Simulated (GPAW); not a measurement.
Consider NbAl3 (I4/mmm).

```
Nb Al
1.0
    -1.91698    1.91698    4.29245
     1.91698   -1.91698    4.29245
     1.91698    1.91698   -4.29245
Nb Al
1 3
Direct
  0.00000 0.00000 0.00000
  0.25000 0.75000 0.50000
  0.75000 0.25000 0.50000
  0.50000 0.50000 0.00000
```

Absorber: atom 4, with 4 Nb at 2.71 Å and 8 Al at 2.88 Å (distorted cuboctahedral, site symmetry 4/mmm). Method: GPAW, LDA, excited-electron core hole (neutral cell), 16-atom cell with 5.4 Å between holes, 4×4×4 k points, dipole transitions, Gaussian full width 0.9 eV up to 4 eV, rising linearly to 3.5 eV at 25 eV.

What does the Al K edge look like?

Main maxima up to 24 eV above the zero (height): 0.8 eV (1.68), 3.2 eV (0.97), 7.5 eV (1.66) and 15.2 eV (1.08). A K edge sees empty p states on the absorber. The total-energy difference is 1563.54 eV. One term is added: -13.88 eV, since the hole is spin-paired here and a spin-polarised one costs that much less in the free atom (computed apart). The photon energy is then 1549.66 eV. The tabulated edge of the element is 1559 eV. The functional leaves an error in such absolute values: in the free atom LDA prices this hole 7.2 eV below PBE (computed apart), and PBE is itself good to a few eV.

The Al K spectrum (energy from the lowest empty level; intensity scaled to a mean of 1 over the first 20 eV; polarised curves are means over the symmetry-equivalent atoms):

| E (eV) | isotropic | ε ⊥ c | ε ∥ c |
| --- | --- | --- | --- |
| -2.0 | 0.00 | 0.00 | 0.00 |
| -1.4 | 0.00 | 0.00 | 0.00 |
| -0.8 | 0.03 | 0.02 | 0.04 |
| -0.2 | 0.40 | 0.28 | 0.65 |
| 0.4 | 1.38 | 0.80 | 2.54 |
| 1.0 | 1.57 | 1.02 | 2.69 |
| 1.6 | 0.87 | 0.52 | 1.56 |
| 2.2 | 0.55 | 0.43 | 0.80 |
| 2.8 | 0.84 | 0.99 | 0.52 |
| 3.4 | 0.93 | 1.11 | 0.57 |
| 4.0 | 0.90 | 0.99 | 0.71 |
| 4.6 | 0.84 | 0.88 | 0.75 |
| 5.2 | 0.88 | 0.67 | 1.31 |
| 5.8 | 1.27 | 0.92 | 1.98 |
| 6.4 | 1.45 | 1.43 | 1.49 |
| 7.0 | 1.59 | 1.77 | 1.22 |
| 7.6 | 1.65 | 1.79 | 1.37 |
| 8.2 | 1.50 | 1.58 | 1.35 |
| 8.8 | 1.29 | 1.35 | 1.18 |
| 9.4 | 1.22 | 1.32 | 1.02 |
| 10.0 | 1.17 | 1.30 | 0.91 |
| 10.6 | 1.03 | 1.12 | 0.86 |
| 11.2 | 0.89 | 0.92 | 0.83 |
| 11.8 | 0.79 | 0.78 | 0.81 |
| 12.4 | 0.72 | 0.66 | 0.83 |
| 13.0 | 0.68 | 0.60 | 0.84 |
| 13.6 | 0.75 | 0.66 | 0.92 |
| 14.2 | 0.91 | 0.81 | 1.11 |
| 14.8 | 1.05 | 0.93 | 1.29 |
| 15.4 | 1.08 | 0.96 | 1.32 |
| 16.0 | 1.00 | 0.89 | 1.22 |
| 16.6 | 0.89 | 0.81 | 1.06 |
| 17.2 | 0.79 | 0.75 | 0.89 |
| 17.8 | 0.72 | 0.71 | 0.75 |
| 18.4 | 0.67 | 0.69 | 0.62 |
| 19.0 | 0.62 | 0.67 | 0.54 |
| 19.6 | 0.59 | 0.64 | 0.48 |
| 20.2 | 0.56 | 0.62 | 0.44 |
| 20.8 | 0.55 | 0.63 | 0.41 |
| 21.4 | 0.56 | 0.65 | 0.38 |
| 22.0 | 0.57 | 0.67 | 0.36 |
| 22.6 | 0.57 | 0.68 | 0.35 |
| 23.2 | 0.57 | 0.68 | 0.36 |
| 23.8 | 0.57 | 0.66 | 0.38 |
| 24.4 | 0.56 | 0.63 | 0.40 |
| 25.0 | 0.55 | 0.61 | 0.43 |
| 25.6 | 0.55 | 0.60 | 0.45 |
| 26.2 | 0.57 | 0.62 | 0.48 |
| 26.8 | 0.62 | 0.67 | 0.53 |
| 27.4 | 0.70 | 0.74 | 0.61 |
| 28.0 | 0.78 | 0.82 | 0.71 |
| 28.6 | 0.86 | 0.88 | 0.83 |
| 29.2 | 0.91 | 0.91 | 0.93 |
| 29.8 | 0.94 | 0.91 | 0.99 |
| 30.4 | 0.93 | 0.90 | 1.00 |
| 31.0 | 0.92 | 0.89 | 0.98 |

The crystal has 2 inequivalent Al sites and not all are shown here, while a measurement adds them all. The holes are only 5.4 Å apart, so the shape is probably not converged with cell size; no larger cell was run here. The mesh is coarse (0.30 Å⁻¹ between points), so small maxima may be mesh ripples. The structure is a computed Materials Project entry and may be a hypothetical form.

[Banner, clock and machine lines of the logs are left out without a mark of their own.]

[Logs are printed without paths, hosts, clocks, repeated set-up lines and the standing remarks that a program may print on its own settings, such as how far it seeks lower states.]

[Hosts, paths, dates, database ids (printed as entryN), source tags and the programs' standing remarks are cut or masked in the printed files.]

[Lists of maxima count a maximum above −3 eV only where it reaches 4 % of the highest in the window and stands out from its surroundings by 2 % of it (1.5 % where it reaches 55 %); shoulders and weaker maxima are passed over, and of the rest the first, up to two pre-edge ones and the few strongest are named.]
